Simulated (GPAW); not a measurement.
Consider InRh (Pm-3m).

```xyz
2
Lattice="3.1960 0.0000 0.0000 0.0000 3.1960 0.0000 0.0000 0.0000 3.1960" Properties=species:S:1:pos:R:3 pbc="T T T"
In    1.5980    1.5980    1.5980
Rh    0.0000    0.0000    0.0000
```

Absorber: atom 1, with 8 Rh at 2.77 Å and 6 In at 3.20 Å (cube and octahedron, as in bcc, site symmetry m-3m). Method: GPAW, LDA, excited-electron core hole (neutral cell), 18-atom cell with 7.1 Å between holes, 4×4×4 k points, dipole transitions, Gaussian full width 7.91 eV.

Question: Where do the maxima of the In K edge fall?

Main maxima up to 30 eV above the zero (height): 7.0 eV (1.28) and 28.0 eV (1.00). A K edge sees empty p states on the absorber. 

The In K spectrum (energy from the lowest empty level; intensity scaled to a mean of 1 over the first 20 eV):

```tsv
E (eV)	intensity
-2.0	0.25
-1.0	0.37
0.0	0.50
1.0	0.66
2.0	0.81
3.0	0.97
4.0	1.10
5.0	1.20
6.0	1.26
7.0	1.28
8.0	1.26
9.0	1.21
10.0	1.15
11.0	1.08
12.0	1.02
13.0	0.96
14.0	0.92
15.0	0.89
16.0	0.87
17.0	0.86
18.0	0.86
19.0	0.87
20.0	0.87
21.0	0.88
22.0	0.90
23.0	0.92
24.0	0.94
25.0	0.96
26.0	0.98
27.0	0.99
28.0	1.00
29.0	0.99
30.0	0.98
31.0	0.95
32.0	0.93
```

The script folds with a Gaussian, whereas the core hole's own line is a Lorentzian, so the onset is too steep and the first peak too high. The structure is a published determination, not relaxed.

[Banner, clock and machine lines of the logs are left out without a mark of their own.]

[Logs are printed without paths, hosts, clocks, repeated set-up lines and the standing remarks that a program may print on its own settings, such as how far it seeks lower states.]

[Hosts, paths, dates, database ids (printed as entryN), source tags and the programs' standing remarks are cut or masked in the printed files.]

[Lists of maxima count a maximum above −3 eV only where it reaches 4 % of the highest in the window and stands out from its surroundings by 2 % of it (1.5 % where it reaches 55 %); shoulders and weaker maxima are passed over, and of the rest the first, up to two pre-edge ones and the few strongest are named.]
